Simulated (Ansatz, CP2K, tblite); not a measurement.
## Amorphous Hg30Se17S13 (60 atoms) in tblite

Wanted: tblite inputs and outputs for amorphous Hg30Se17S13 (60 atoms), checked against a plane-wave reference.

Method: the method is named at each step, in tblite 0.8.0.

### 1. Set-up

The cell holds 60 atoms: 30 Hg, 17 Se and 13 S. Cell: a = 11.949 Å, b = 11.949 Å, c = 11.949 Å, α = 90.0°, β = 90.0°, γ = 90.0°. 60 atoms (30 Hg, 17 Se, 13 S) placed at random at 7.57 g/cm³, melted at 2500 K for 10 ps at fixed volume with the Stillinger-Weber II-VI potential (Zhou et al., Phys. Rev. B 88, 085309 (2013)). Quenched from 2500 K to 300 K at 200 K/ps and fixed volume, held 5 ps. Then every atom was moved at random, 0.03 Å r.m.s. a Cartesian component.

The yardstick, on the same geometry:

- method: Kohn-Sham DFT, PBE, PAW, plane waves (Ansatz 0.2.0); cutoff 420 eV, Γ point, fermi-dirac smearing of 0.05 eV; PAW set soft_2
- r.m.s. force component: 0.4534 eV/Å
- longest force: 1.697 eV/Å
- pressure: 0.5614 GPa
- SCF cycles: 12
- time: 38 s on 4 threads of Arm Neoverse V1, shared host
- CPU time: 2.4 min

### 2. GFN1-xTB

Method: GFN1-xTB tight binding, diagonalisation.

run.py

```python
import numpy as np
from ase.io import read
from tblite.ase import TBLite

atoms = read("structure.xyz")
atoms.calc = TBLite(method="GFN1-xTB", electronic_temperature=580, accuracy=1.0, max_iterations=250, mixer_damping=0.4, verbosity=1)
energy = atoms.get_potential_energy()
forces = atoms.get_forces()
print(f"energy {energy:.6f} eV")
print("forces (eV/A)")
for i, (a, f) in enumerate(zip(atoms, forces)):
    print(f"{i:4d} {a.symbol:2s} {f[0]:10.5f} {f[1]:10.5f} {f[2]:10.5f}")
stress = -atoms.get_stress(voigt=False) * 160.21766
print("stress (GPa, compression positive)")
for row in stress:
    print(" ".join(f"{x:10.4f}" for x in row))
print("charges (e)")
print(np.array2string(atoms.get_charges(), precision=4, suppress_small=True, max_line_width=110, threshold=100000))
```

structure.xyz

```xyz
60
Lattice="11.94880 0.00000 0.00000 0.00000 11.94880 0.00000 0.00000 0.00000 11.94880" Properties=species:S:1:pos:R:3 pbc="T T T"
Hg 4.26978 6.40826 9.06161
Hg 10.37156 6.07740 2.89746
Hg 0.63388 10.43405 2.66960
Hg 2.65682 7.97642 5.21888
Hg 3.86962 4.42846 3.75945
Hg 9.75584 6.10309 11.41971
Hg 5.49466 0.83259 8.24527
Hg 9.42999 0.91755 8.75441
Hg 5.17383 10.97951 11.69071
Hg 0.67594 4.05578 10.63288
Hg 7.17275 1.92770 1.92376
Hg 3.78920 1.95124 0.17804
Hg 3.22928 0.04337 3.65669
Hg 6.30407 6.61055 6.25340
Hg 9.20536 10.29783 11.62547
Hg 11.26569 2.13764 2.18818
Hg 1.20551 8.47540 11.11083
Hg 6.77939 9.21671 8.46477
Hg 6.83782 9.62129 4.96353
Hg 11.78713 9.80889 7.27419
Hg 7.53121 5.02316 4.02053
Hg 0.96307 5.61928 6.96089
Hg 3.58094 5.66039 0.55646
Hg 7.81129 3.85707 7.60266
Hg 9.62464 7.23333 8.37575
Hg 9.93794 0.28892 5.31495
Hg 6.17920 4.23489 10.64363
Hg 1.80343 1.32190 6.17705
Hg 5.11050 8.34875 1.81060
Hg 10.57744 3.88647 5.40122
Se 0.04314 1.50794 10.08849
Se 9.46703 9.99493 9.02361
Se 9.16210 2.38641 3.69469
Se 3.78347 5.73088 6.12615
Se 1.63806 11.70206 8.32425
Se 3.70042 8.10858 11.26031
Se 7.54304 11.66048 6.69396
Se 0.06703 6.66265 9.65965
Se 3.35654 4.07538 10.19089
Se 4.41269 9.81044 4.03977
Se 2.22295 8.42331 7.98359
Se 3.75575 2.71668 7.21158
Se 11.29257 1.97382 6.94273
Se 11.24609 11.78749 0.74381
Se 6.50158 2.60376 5.53755
Se 4.63625 10.47790 9.16246
Se 4.68023 2.10024 2.80546
S 7.22783 1.95196 9.76743
S 6.96818 6.24576 8.77448
S 8.88871 8.29151 4.23764
S 9.22304 5.97285 6.16343
S 7.96364 4.09987 0.48775
S 7.09723 6.57578 1.97765
S 11.16818 10.07260 4.76877
S 0.44103 8.18624 1.64332
S 9.53909 7.98479 1.04289
S 1.74058 5.44841 2.42800
S 11.37550 4.37290 1.04014
S 0.21603 6.97547 4.88252
S 7.41805 0.18664 0.09953
```

Launch:

```bash
> OMP_NUM_THREADS=1 python run.py > output.txt
```

What it wrote:

```text
------------------------------------------------------------
  cycle        total energy    energy error   density error
------------------------------------------------------------
      1     -130.6884453959  -1.3027840E+02   5.8704536E-01
      2     -106.3447996965   2.4343646E+01   7.2940351E-01
      3     -122.0596109012  -1.5714811E+01   5.1670373E-01
      4     -129.5965000034  -7.5368891E+00   3.8341636E-01
      5     -131.7454012112  -2.1489012E+00   2.2557408E-01
      6     -132.1747971064  -4.2939590E-01   1.6030582E-01
      7     -132.6871654183  -5.1236831E-01   1.1007407E-01
      8     -132.8709457172  -1.8378030E-01   5.1727340E-02
      9     -132.8460700233   2.4875694E-02   5.7044616E-02
     10     -132.8996090916  -5.3539068E-02   3.3754342E-02
     11     -132.9078459678  -8.2368762E-03   2.7615425E-02
     12     -132.9193961864  -1.1550219E-02   1.7156382E-02
     13     -132.9250654675  -5.6692811E-03   8.7468468E-03
     14     -132.9266270019  -1.5615345E-03   4.7021582E-03
     15     -132.9269781758  -3.5117389E-04   3.0372502E-03
     16     -132.9271469557  -1.6877985E-04   1.7718407E-03
     17     -132.9272263492  -7.9393545E-05   7.2822326E-04
     18     -132.9272362862  -9.9369824E-06   2.8149263E-04
     19     -132.9272372254  -9.3923583E-07   1.6744820E-04
     20     -132.9272377623  -5.3690070E-07   8.5851132E-05
     21     -132.9272378776  -1.1527399E-07   4.3667431E-05
     22     -132.9272378403   3.7339646E-08   5.1329507E-05
     23     -132.9272379157  -7.5439999E-08   1.8242205E-05
------------------------------------------------------------
 total:                                   1.708 sec
energy -3617.134384 eV
forces (eV/A)
   0 Hg   -0.81747    0.58758   -0.40603
   1 Hg    1.09537    1.66277   -0.06784
   2 Hg   -0.17249    0.32605   -0.02938
   3 Hg   -0.27152    0.31134    0.07482
   4 Hg   -0.77248    0.01103   -0.08394
   5 Hg   -0.28829   -1.03342    0.58316
   6 Hg   -0.38056    0.33526   -0.66189
   7 Hg    0.35122    0.02830    0.56202
   8 Hg   -0.26993    0.54492   -0.10019
   9 Hg   -0.45827   -0.19932   -0.00480
  10 Hg    0.58654    0.27695   -0.42126
  11 Hg   -0.23306   -1.35616   -0.31803
  12 Hg   -1.35359    0.50217    0.43803
  13 Hg    0.58465    0.15457   -0.59301
  14 Hg    0.33851    0.10832    1.00055
  15 Hg   -0.20458   -0.33240   -0.95614
  16 Hg   -0.33671    0.31338    0.37931
  17 Hg    0.37352    0.46997   -0.14155
  18 Hg    0.73318    0.03578    0.17998
  19 Hg    0.67754    0.07570    0.14780
  20 Hg   -0.61022   -0.05615   -0.27667
  21 Hg    0.06924    0.49274   -0.15294
  22 Hg   -0.88541    0.16874    0.68610
  23 Hg   -0.23874   -0.51698    0.08931
[...]
52 S    -0.30138    0.24449   -0.14699
  53 S    -0.85615   -0.03692    0.29680
  54 S    -0.33241   -0.50846   -0.71668
  55 S     0.25543    0.06729   -0.03745
  56 S     1.64544   -0.06847   -0.14584
  57 S    -0.15284    0.47051   -0.25901
  58 S     0.12143   -0.59759    0.41758
  59 S    -0.11469   -0.61756    0.03532
stress (GPa, compression positive)
   -0.8514    -0.2900     0.2530
   -0.2900    -0.5836    -0.5048
    0.2530    -0.5048    -0.0752
charges (e)
[ 0.1936  0.3802  0.1776  0.1974  0.1798  0.2836  0.1732  0.2115  0.1525  0.1824  0.2638  0.1225  0.0955
  0.2054  0.2181  0.2371  0.2525  0.1986  0.1718  0.1912  0.2007  0.2016  0.204   0.2075  0.2606  0.1924
  0.2717  0.0956  0.1962  0.2208 -0.076  -0.1353 -0.1177 -0.1147 -0.1033 -0.1166 -0.172  -0.1157 -0.1092
 -0.1251 -0.1991 -0.1591 -0.1652 -0.1595 -0.1355 -0.141  -0.1318 -0.302  -0.3319 -0.2559 -0.3147 -0.3547
 -0.2885 -0.2765 -0.2563 -0.228  -0.313  -0.3274 -0.2881 -0.3252]
```

Wall time 2.4 s (1 thread of Arm Neoverse V1, shared host); peak memory 0.12 GiB.

Banners, paths, timers and routine set-up lines are dropped from the logs unmarked, and long logs keep their key lines alone; longer cuts are marked.

Against the reference:

```
r.m.s. force component                  : 0.5264 eV/Å
r.m.s. difference of force components   : 334.2 meV/Å
longest difference of force vectors     : 1625 meV/Å
force difference over r.m.s. force      : 73.71 %
slope of forces against the reference's : 0.9023
correlation of force components         : 0.7772
pressure                                : -0.5034 GPa
pressure difference                     : -1.065 GPa
```

Length of the force difference by element (eV/Å):

| element | atoms | mean | most |
| --- | --- | --- | --- |
| Hg | 30 | 0.51 | 1.6 |
| S | 13 | 0.49 | 0.92 |
| Se | 17 | 0.53 | 0.97 |

A closer look about Se44, which has 3 bonded neighbours where the commonest count for Se is 5: 9 atoms, nearest first, numbered in the order of the input, with positions taken from that point.

| atom | x | y | z | distance (Å) | bonds | Mulliken charge (e) | Fx | Fy | Fz (eV/Å) |
| --- | --- | --- | --- | --- | --- | --- | --- | --- | --- |
| Se44 | 0.00 | 0.00 | 0.00 | 0.00 | 3 | -0.16 | 0.50 | 0.48 | -0.10 |
| Hg3 | 1.34 | -1.35 | 1.93 | 2.71 | 3 | 0.18 | -0.17 | 0.33 | -0.03 |
| Hg16 | 0.02 | 2.30 | 1.44 | 2.72 | 3 | 0.24 | -0.20 | -0.33 | -0.96 |
| Hg15 | -2.04 | -1.49 | -1.07 | 2.74 | 4 | 0.22 | 0.34 | 0.11 | 1.00 |
| Se31 | 0.75 | 1.67 | -2.60 | 3.18 | 2 | -0.08 | 0.30 | -1.55 | -0.26 |
| S55 | 1.14 | -3.60 | 0.90 | 3.88 | 2 | -0.26 | -0.33 | -0.51 | -0.72 |
| S60 | -3.83 | 0.35 | -0.64 | 3.90 | 3 | -0.33 | -0.11 | -0.62 | 0.04 |
| Hg17 | 1.91 | -3.31 | -1.58 | 4.14 | 4 | 0.25 | -0.34 | 0.31 | 0.38 |
| S56 | -1.71 | -3.80 | 0.30 | 4.18 | 3 | -0.23 | 0.26 | 0.07 | -0.04 |

Atoms are counted from 1 here, from 0 in the log.

Forces lie 74 % from the reference's, at 0.016 times its CPU time (on 1 against 4 cores).

### 3. Outcome

* force difference from the reference: tblite GFN1-xTB, 74 %
* its CPU time: 2.3 s

Tight binding differs by 74 % (tblite GFN1-xTB); it is another model, with fitted parameters of its own, and the xTB methods hold dispersion. One electronic-structure run takes under half the reference's CPU time: tblite GFN1-xTB, at 74 % in 2.3 s against 2.4 min, too far off to be of use. Periodic xTB results under one method name differ between programs and library versions. The quench rate of 200 K/ps is many orders above laboratory rates, so the cell is likely richer in defects and strain than a real sample. The network of bonds at the start is that of the classical potential that made the cell, and needn't be the one that DFT or experiment would give. The electronic-structure runs sample only Γ, in a cell whose shortest periodic width is 12 Å, which is coarse for a cell with partly filled levels. Spin–orbit coupling is left out, which matters for the levels of the heavy elements.

[Also dropped from logs without a mark: logging warnings of Python, and SIESTA's first energy breakdown and zero terms.]

[Logs are printed without paths, hosts, clocks, repeated set-up lines and the standing remarks that a program may print on its own settings, such as how far it seeks lower states.]

[Hosts, paths, dates, database ids (printed as entryN), source tags and the programs' standing remarks are cut or masked in the printed files.]
